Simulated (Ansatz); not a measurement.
# A thicker film of SrTiO3 (001), SrO faces from four thinner ones

In a field along its normal an insulating film takes a dipole p. Written as a length, p/(ε₀AE), it should grow by 1 − 1/ε for each ångström added.

**Method.** Ansatz 0.2.0, plane waves with PAW datasets (its set soft_2), PBEsol; perovskite films relaxed at a bulk in-plane lattice constant near the measured one, then held in weak fields of both signs with a dipole correction (A is the cell's area, E the outer field).

| run | distance between the outer atoms (Å) | p/(ε₀AE) (Å) |
| --- | --- | --- |
| 2 units | 7.794 | 8.673 |
| 3 units | 11.679 | 11.899 |
| 4 units | 15.564 | 15.159 |
| 5 units | 19.447 | 18.426 |
| 6 units | 23.331 | ? |

**Question.** What value belongs in the row marked “?”, and how far can the other rows tell?

A least-squares line through the 4 rows shown has slope 0.8372 and intercept 2.1357; no row lies more than 0.014 Å off it. That slope means ε = 1/(1 − 0.8372) = 6.14. At 23.331 it gives 0.8372 × 23.331 + 2.1357 = 21.668 Å, beyond the rows fitted. Rounding and scatter of the rows alone allow about ±0.024 Å there.

The run itself gives 21.697 Å: a miss of +0.029 Å, or 0.1 % of the value. The length is met to within 1 %, though ε is more sensitive than the length: the two thickest films give ε = 6.34.

Caveats: This is the electronic response alone. A unit is one step of the cut along the normal (a plane, a pair of planes or a cell), and the layers relax along it, away from their bulk spacing where the functional's lattice constant differs from the one held.
